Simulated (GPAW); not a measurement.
# Conductance along a series: a carbon nanotube (3, 3); atoms of 3 repeats displaced at random, part 2 of 2

Wanted: the trend of the zero-bias conductance over a family of junctions, a carbon nanotube (3, 3); atoms of 3 repeats displaced at random.

GPAW 26.7.0; GPAW LCAO, PAW setups; Landauer transmission from Green's functions with principal layers (ASE), zero bias.

So far, transmission at the Fermi level (one spin): step 2 (junction, displacement 0.02 Å) 1.97; step 3 (displacement 0.05 Å) 1.85; step 4 (displacement 0.08 Å) 1.66; step 5 (displacement 0.12 Å) 1.33.

## Step 6: Member of the series: displacement = 0.16

Input file run.py:

```python
import json
import numpy as np
from ase import Atoms
from ase.transport.calculators import TransportCalculator
from gpaw import GPAW, FermiDirac
from gpaw.lcao.tools import get_lcao_hamiltonian
from scipy.linalg import eigh

# The junction with lead layers at both ends, along the third cell vector
device = Atoms(
    ['C', 'C', 'C', 'C', 'C', 'C', 'C', 'C', 'C', 'C', 'C', 'C', 'C', 'C', 'C', 'C', 'C', 'C', 'C', 'C', 'C', 'C', 'C', 'C', 'C', 'C', 'C', 'C', 'C', 'C', 'C', 'C', 'C', 'C', 'C', 'C', 'C', 'C', 'C', 'C', 'C', 'C', 'C', 'C', 'C', 'C', 'C', 'C', 'C', 'C', 'C', 'C', 'C', 'C', 'C', 'C', 'C', 'C', 'C', 'C', 'C', 'C', 'C', 'C', 'C', 'C', 'C', 'C', 'C', 'C', 'C', 'C', 'C', 'C', 'C', 'C', 'C', 'C', 'C', 'C', 'C', 'C', 'C', 'C', 'C', 'C', 'C', 'C', 'C', 'C', 'C', 'C', 'C', 'C', 'C', 'C', 'C', 'C', 'C', 'C', 'C', 'C', 'C', 'C', 'C', 'C', 'C', 'C', 'C', 'C', 'C', 'C', 'C', 'C', 'C', 'C', 'C', 'C', 'C', 'C', 'C', 'C', 'C', 'C', 'C', 'C', 'C', 'C', 'C', 'C', 'C', 'C'],
    positions=[
        [4.12267, 6.72967, 0.61488],
        [5.01700, 7.79550, 0.61488],
        [5.01700, 4.27250, 0.61488],
        [6.38720, 4.03090, 0.61488],
        [7.59213, 7.34143, 0.61488],
        [8.06800, 6.03400, 0.61488],
        [4.00000, 6.03400, 1.84463],
        [4.47587, 4.72657, 1.84463],
        [5.68080, 8.03710, 1.84463],
        [7.05100, 7.79550, 1.84463],
        [7.05100, 4.27250, 1.84463],
        [7.94534, 5.33833, 1.84463],
        [4.12267, 6.72967, 3.07439],
        [5.01700, 7.79550, 3.07439],
        [5.01700, 4.27250, 3.07439],
        [6.38720, 4.03090, 3.07439],
        [7.59213, 7.34143, 3.07439],
        [8.06800, 6.03400, 3.07439],
        [4.00000, 6.03400, 4.30415],
        [4.47587, 4.72657, 4.30415],
        [5.68080, 8.03710, 4.30415],
        [7.05100, 7.79550, 4.30415],
        [7.05100, 4.27250, 4.30415],
        [7.94534, 5.33833, 4.30415],
        [4.12267, 6.72967, 5.53390],
        [5.01700, 7.79550, 5.53390],
        [5.01700, 4.27250, 5.53390],
        [6.38720, 4.03090, 5.53390],
        [7.59213, 7.34143, 5.53390],
        [8.06800, 6.03400, 5.53390],
[... 96 atom lines left out ...]
        [4.00000, 6.03400, 26.43976],
        [4.47587, 4.72657, 26.43976],
        [5.68080, 8.03710, 26.43976],
        [7.05100, 7.79550, 26.43976],
        [7.05100, 4.27250, 26.43976],
        [7.94534, 5.33833, 26.43976]],
    cell=[[12.068, 0.0, 0.0], [0.0, 12.068, 0.0], [0.0, 0.0, 27.05463]],
    pbc=True)

# One principal layer of the lead: the first 36 atoms of the device
lead = Atoms(
    ['C', 'C', 'C', 'C', 'C', 'C', 'C', 'C', 'C', 'C', 'C', 'C', 'C', 'C', 'C', 'C', 'C', 'C', 'C', 'C', 'C', 'C', 'C', 'C', 'C', 'C', 'C', 'C', 'C', 'C', 'C', 'C', 'C', 'C', 'C', 'C'],
    positions=[
        [4.12267, 6.72967, 0.61488],
        [5.01700, 7.79550, 0.61488],
        [5.01700, 4.27250, 0.61488],
        [6.38720, 4.03090, 0.61488],
        [7.59213, 7.34143, 0.61488],
        [8.06800, 6.03400, 0.61488],
        [4.00000, 6.03400, 1.84463],
        [4.47587, 4.72657, 1.84463],
        [5.68080, 8.03710, 1.84463],
        [7.05100, 7.79550, 1.84463],
        [7.05100, 4.27250, 1.84463],
        [7.94534, 5.33833, 1.84463],
        [4.12267, 6.72967, 3.07439],
        [5.01700, 7.79550, 3.07439],
        [5.01700, 4.27250, 3.07439],
        [6.38720, 4.03090, 3.07439],
        [7.59213, 7.34143, 3.07439],
        [8.06800, 6.03400, 3.07439],
        [4.00000, 6.03400, 4.30415],
        [4.47587, 4.72657, 4.30415],
        [5.68080, 8.03710, 4.30415],
        [7.05100, 7.79550, 4.30415],
        [7.05100, 4.27250, 4.30415],
        [7.94534, 5.33833, 4.30415],
        [4.12267, 6.72967, 5.53390],
        [5.01700, 7.79550, 5.53390],
        [5.01700, 4.27250, 5.53390],
        [6.38720, 4.03090, 5.53390],
        [7.59213, 7.34143, 5.53390],
        [8.06800, 6.03400, 5.53390],
        [4.00000, 6.03400, 6.76366],
        [4.47587, 4.72657, 6.76366],
        [5.68080, 8.03710, 6.76366],
        [7.05100, 7.79550, 6.76366],
        [7.05100, 4.27250, 6.76366],
        [7.94534, 5.33833, 6.76366]],
    cell=[[12.068, 0.0, 0.0], [0.0, 12.068, 0.0], [0.0, 0.0, 7.37854]],
    pbc=True)

settings = dict(mode='lcao', basis='szp(dzp)', xc='PBE', h=0.2,
                occupations=FermiDirac(0.1), maxiter=250,
                mixer=dict(beta=0.1, nmaxold=8, weight=100.0),
                convergence=dict(density=0.0001))
energies = np.arange(-2, 2 + 1e-9, 0.05)
eta = 0.0001
n1, n2 = 1, 1
# k and -k transmit alike, so half of the mesh across the current serves
mesh = [(i, j) for i in range(n1) for j in range(n2) if (i, j) <= (-i % n1, -j % n2)]
weights = np.array([1 if (i, j) == (-i % n1, -j % n2) else 2 for i, j in mesh]) / (n1 * n2)


def ground_state(atoms, size, txt):
    atoms.calc = GPAW(kpts={'size': size, 'gamma': True}, symmetry={'tolerance': 1e-3}, txt=txt, **settings)
    atoms.get_potential_energy()
    return atoms.calc.get_fermi_level()


def blocks(atoms, fermi, points, nz, cells):
    """H - E_F S and S between cell 0 and the cells above it, at each point across the current."""
    kz = np.arange(nz) / nz
    calc = atoms.calc.fixed_density(kpts=[(*k, z) for k in points for z in kz], symmetry='off', txt=None)
    H, S = get_lcao_hamiltonian(calc)
    H = (H - fermi * S).reshape(len(H), len(points), nz, *S.shape[1:])
    S = S.reshape(H.shape[1:])
    phases = [np.exp(-2j * np.pi * kz * R) / nz for R in cells]
    return [(np.einsum('skzij,z->ksij', H, p), np.einsum('kzij,z->kij', S, p)) for p in phases]


def pair(a, b):
    return np.block([[a, b], [b.T.conj(), a]])


def count_channels(h, s, cells, nk=240):
    """Half the number of times that the lead's bands cross each energy, unfolded to its shortest repeat."""
    b = len(h) // cells
    bands = []
    for k in (np.arange(nk + 1) + 0.5) / nk:
        hk, sk = h[:b, :b].copy(), s[:b, :b].copy()
        for R in range(1, cells):
            phase, block = np.exp(2j * np.pi * k * R), slice(R * b, (R + 1) * b)
            hk += h[:b, block] * phase + (h[:b, block] * phase).T.conj()
            sk += s[:b, block] * phase + (s[:b, block] * phase).T.conj()
        w, u = eigh(sk)
        x = u[:, w > 1e-5] / w[w > 1e-5]**0.5  # drop near-dependent combinations
        bands.append(np.r_[eigh(x.T.conj() @ hk @ x, eigvals_only=True), [1e9] * (w <= 1e-5).sum()])
    below = np.array(bands)[:, :, None] < energies
    return (below[1:] != below[:-1]).sum((0, 1)) / 2


fermi_lead = ground_state(lead, (1, 1, 15), 'lead.txt')
fermi_device = ground_state(device, (1, 1, 3), 'device.txt')
T, channels, eigen, tail, misfit, shifts = [], [], [], 0.0, 0.0, []
for first in range(0, len(mesh), 6):
    points = [(i / n1, j / n2) for i, j in mesh[first:first + 6]]
    (H0k, S0k), (H1k, S1k), (H2k, _) = blocks(lead, fermi_lead, points, 5, range(3))
    [(Hk, Sk)] = blocks(device, fermi_device, points, 2, [0])
    tail = max(tail, abs(H2k).max())
    for H0, S0, H1, S1, H, S in zip(H0k, S0k, H1k, S1k, Hk, Sk):
        n = len(S0)
        # Shift the lead onto the potential of the device's first layer
        shift = ((H[:, 0, 0] - H0[:, 0, 0]) / S0[0, 0]).real.mean()
        shifts.append(shift)
        misfit = max(misfit, abs(H[:, :n, :n] - H0 - shift * S0).max())
        Tk, Ck, Ek = [], [], []
        for s in range(len(H)):
            t = s % len(H0)  # a lead without moments serves both spins
            h1, s1 = pair(H0[t] + shift * S0, H1[t] + shift * S1), pair(S0, S1)
            leads = dict(h1=h1, s1=s1, energies=energies, eta=eta, eta1=eta, eta2=eta)
            calc = TransportCalculator(h=H[s], s=S, eigenchannels=3, **leads)
            Tk.append(calc.get_transmission())
            Ek.append(np.sort(calc.eigenchannels_ne, axis=0)[::-1])
            Ck.append(count_channels(h1, s1, 6))
        T.append(Tk)
        channels.append(Ck)
        eigen.append(Ek)
T, channels = np.array(T), np.array(channels)
mean, open_channels = np.einsum('kse,k->se', T, weights), np.einsum('kse,k->se', channels, weights)

print(f'basis functions: device {len(S)}, principal layer {n}')
print(f'Fermi level: lead {fermi_lead:.4f} eV, device {fermi_device:.4f} eV; lead shifted by {np.mean(shifts):.4f} eV')
print(f'largest coupling past the next layer {tail:.2e} eV, largest misfit of the first layer {misfit:.3f} eV')
print('  E-E_F (eV)   ' + 'T (one spin)  channels')
for e, t, c in zip(energies, mean.T, open_channels.T):
    print(f'{e:10.3f}  ', *[f'{x:11.4e}' for x in t], *[f'{x:9.4f}' for x in c])

kT = 8.617333e-5 * 200
fine = np.linspace(energies[0], energies[-1], 4001)
both = np.exp(np.interp(fine, energies, np.log(np.maximum(mean.sum(0) * 2 / len(mean), 1e-30))))
fermi = lambda mu: 1 / (1 + np.exp(np.clip((fine - mu) / kT, -200, 200)))
slope = fermi(0) * (1 - fermi(0)) / kT
G = np.trapezoid(both * slope, fine) / 2
seebeck = -np.trapezoid(both * slope * fine, fine) / (2 * G * 200) * 1e6
print(f'conductance at 200 K: {G:.5g} G0 a cell; thermopower {seebeck:.4g} uV/K')
bias = [0.1, 0.2, 0.5, 1.0, 1.5, 2.0]
current = [38.74 * np.trapezoid(both * (fermi(V / 2) - fermi(-V / 2)), fine) for V in bias]
for V, I in zip(bias, current):
    print(f'current from the zero-bias T(E) at {V} V: {I:.5g} uA')
zero = abs(energies).argmin()
json.dump(dict(energies=energies.tolist(), T=mean.tolist(), channels=open_channels.tolist(), G=G, seebeck=seebeck,
               bias=bias, current=current, tail=tail, misfit=misfit, shift=np.mean(shifts), n_device=len(S), n_lead=n,
               fermi=[fermi_lead, fermi_device], energy=device.get_potential_energy(),
               moments=device.get_magnetic_moments().tolist(), mesh=mesh, weights=weights.tolist(),
               T_k=T[:, :, zero].tolist(), eigen=np.array(eigen[0]).tolist()), open('result.json', 'w'))
```

Atom lines that are left out differ too.

Started as:

```
$ OMP_NUM_THREADS=1 OPENBLAS_NUM_THREADS=1 python run.py
```

Output:

```text
basis functions: device 1188, principal layer 324
Fermi level: lead -2.5809 eV, device -2.6658 eV; lead shifted by 0.0097 eV
largest coupling past the next layer 5.16e-15 eV, largest misfit of the first layer 0.098 eV
  E-E_F (eV)   T (one spin)  [channel counts left out]
    -2.000    9.3107e-01
    -1.950    9.5985e-01
    -1.900    4.6966e-01
[...]
1.950    1.4687e+00
     2.000    1.4416e+00
conductance at 200 K: 0.85736 G0 a cell; thermopower 0.1053 uV/K
current from the zero-bias T(E) at 0.1 V: 6.631 uA
current from the zero-bias T(E) at 0.2 V: 13.186 uA
current from the zero-bias T(E) at 0.5 V: 31.539 uA
current from the zero-bias T(E) at 1.0 V: 57.832 uA
current from the zero-bias T(E) at 1.5 V: 80.835 uA
current from the zero-bias T(E) at 2.0 V: 121.19 uA
```

Elapsed: 18 min, on 1 thread of Arm Neoverse V1, shared host; peak memory 2.1 GiB.

One spin. Transmission, zone mean against energy, zero at the Fermi level:

energy (eV), transmission, zone mean and a bar from the least value:
```
   -2.000       0.93 #########
   -1.800       0.77 #######
   -1.600       0.83 ########
   -1.400       0.98 ##########
   -1.200       0.62 ####
   -1.100       0.89 #########
   -1.000       0.85 ########
   -0.800       0.76 #######
   -0.600       0.71 ######
   -0.400       0.73 ######
   -0.200       0.80 #######
    0.000       0.86 ########
    0.200       0.69 ######
    0.400       0.61 ####
    0.600       0.33 
    0.750       1.12 ############
    0.800       0.71 ######
    1.000       1.62 ####################
    1.200       1.81 #######################
    1.400       2.24 #############################
    1.450       2.28 ##############################
    1.600       2.13 ############################
    1.800       1.70 #####################
    2.000       1.44 #################
```

The conductance, 0.857 G₀, lies 35 % below that of the member before.

## Step 7: Comparing the runs

Times are for 1 thread of Arm Neoverse V1, shared host. The series side by side:

```tsv
no.	displacement (Å)	conductance (G₀)	time	memory (GiB)
1	0.02	1.969	15 min	2.1
2	0.05	1.846	16 min	2.1
3	0.08	1.658	17 min	2.1
4	0.12	1.324	18 min	2.1
5	0.16	0.8574	18 min	2.1
```

The runs together. Transmission, zone mean against energy, zero at the Fermi level:

```tsv
energy (eV)	0.02	0.05	0.08	0.12	0.16
-2.000	0.998	0.996	0.429	0.675	0.931
-1.800	0.998	0.997	0.995	0.539	0.772
-1.600	0.998	0.997	0.998	0.995	0.829
-1.400	0.998	0.998	0.998	0.993	0.977
-1.200	1.80	1.35	1.13	1.01	0.622
-1.000	1.90	1.56	1.25	0.983	0.850
-0.800	1.91	1.60	1.27	0.951	0.759
-0.600	1.93	1.66	1.34	0.972	0.710
-0.400	1.95	1.73	1.45	1.07	0.726
-0.200	1.96	1.80	1.57	1.21	0.803
0.000	1.97	1.85	1.66	1.33	0.860
0.150	1.97	1.86	1.68	1.34	0.807
0.200	1.97	1.86	1.68	1.34	0.688
0.350	1.97	1.86	1.66	1.41	0.676
0.400	1.97	1.85	1.65	0.855	0.605
0.600	1.97	1.82	1.02	0.504	0.330
0.800	3.41	2.20	1.62	1.37	0.710
1.000	5.53	4.30	3.27	2.23	1.62
1.050	5.52	4.30	3.28	2.21	1.69
1.200	4.56	3.88	3.06	2.21	1.81
1.400	4.83	3.91	3.03	2.46	2.24
1.600	4.85	4.17	3.39	2.75	2.13
1.650	4.85	4.19	3.43	2.76	2.03
1.800	4.86	4.23	3.48	2.63	1.70
2.000	4.87	4.26	3.45	2.40	1.44
```

The runs together. The current through one cell, from the zero-bias transmission by bias:

```tsv
bias (V)	0.02 (μA)	0.05 (μA)	0.08 (μA)	0.12 (μA)	0.16 (μA)
0.100	15.3	14.3	12.8	10.2	6.63
0.200	30.5	28.6	25.6	20.4	13.2
0.500	76.2	71.2	63.5	50.2	31.5
1.000	152	141	124	92.9	57.8
1.500	228	203	173	123	80.8
2.000	354	298	247	177	121
```

## Step 8: Other settings

One more run, with changed settings.

Edit run.py of step 6 so:

```diff
@@ -92,3 +92,3 @@
         [7.94534, 5.33833, 6.76366]],
-    cell=[[12.068, 0.0, 0.0], [0.0, 12.068, 0.0], [0.0, 0.0, 7.37854]],
+    cell=[[12.068, 0.0, 0.0], [0.0, 12.068, 0.0], [0.0, 0.0, 6.6407]],
     pbc=True)
@@ -96,3 +96,3 @@
 settings = dict(mode='lcao', basis='szp(dzp)', xc='PBE', h=0.2,
-                occupations=FermiDirac(0.1), maxiter=250,
+                occupations=FermiDirac(0.1), maxiter=100,
                 mixer=dict(beta=0.1, nmaxold=8, weight=100.0),
@@ -167,3 +167,3 @@
             Ek.append(np.sort(calc.eigenchannels_ne, axis=0)[::-1])
-            Ck.append(count_channels(h1, s1, 6))
+            Ck.append(count_channels(h1, s1, 2))
         T.append(Tk)
```

Output:

```text
basis functions: device 1188, principal layer 324
Fermi level: lead -1.7742 eV, device -2.6658 eV; lead shifted by 4.1717 eV
largest coupling past the next layer 1.97e-10 eV, largest misfit of the first layer 12.703 eV
  E-E_F (eV)   T (one spin)  [channel counts left out]
    -2.000    3.5468e-06
    -1.950    4.9157e-07
    -1.900    1.9785e-07
    -1.850    7.1975e-07
    -1.800    3.5923e-06
    -1.750    1.1380e-07
    -1.700    4.8686e-08
    -1.650    1.7027e-06
    -1.600    7.3975e-09
    -1.550    9.1771e-08
    -1.500    2.4612e-08
    -1.450    3.9585e-03
    -1.400    1.3887e-02
    -1.350    2.8224e-02
    -1.300    5.4535e-02
    -1.250    9.1203e-02
[...]
1.650    1.5525e-03
     1.700    3.9294e-02
     1.750    1.5793e-03
     1.800    3.2130e-03
     1.850    4.6277e-02
     1.900    5.0340e-02
     1.950    2.8588e-02
     2.000    1.2956e-01
conductance at 200 K: 0.0015108 G0 a cell; thermopower -33.02 uV/K
current from the zero-bias T(E) at 0.1 V: 0.009319 uA
current from the zero-bias T(E) at 0.2 V: 0.012346 uA
current from the zero-bias T(E) at 0.5 V: 0.25226 uA
current from the zero-bias T(E) at 1.0 V: 4.8614 uA
current from the zero-bias T(E) at 1.5 V: 9.0292 uA
current from the zero-bias T(E) at 2.0 V: 14.333 uA
```

The job ended after 18 min (1 thread; peak memory 2.1 GiB).

The run finished. A setting was moved off its sound value on purpose, so it serves as a test and not as the result.

The fault put into the input: a lead period that doesn't match its atoms (period = 6.6407).

## Step 9: Outcome

```yaml
conductance_first_and_last_member: 1.97 and 0.857 G₀
largest_and_smallest: 1.97 and 0.857 G₀
```

As the r.m.s. displacement goes from 0.02 to 0.16 Å, the conductance goes from 1.97 to 0.857 G₀. The conductance falls at every step of the series. The geometry was built from estimated bond lengths and not relaxed, so the numbers describe this model structure. The currents use the zero-bias T(E) throughout, which holds only while the bias is small against the distance to the nearest feature. The energy step is wider than the thermal energy, so the conductance and thermopower rest on interpolation of T(E).

[Logs are printed without paths, hosts, clocks, repeated set-up lines and the standing remarks that a program may print on its own settings, such as how far it seeks lower states.]

[Hosts, paths, dates, database ids (printed as entryN), source tags and the programs' standing remarks are cut or masked in the printed files.]
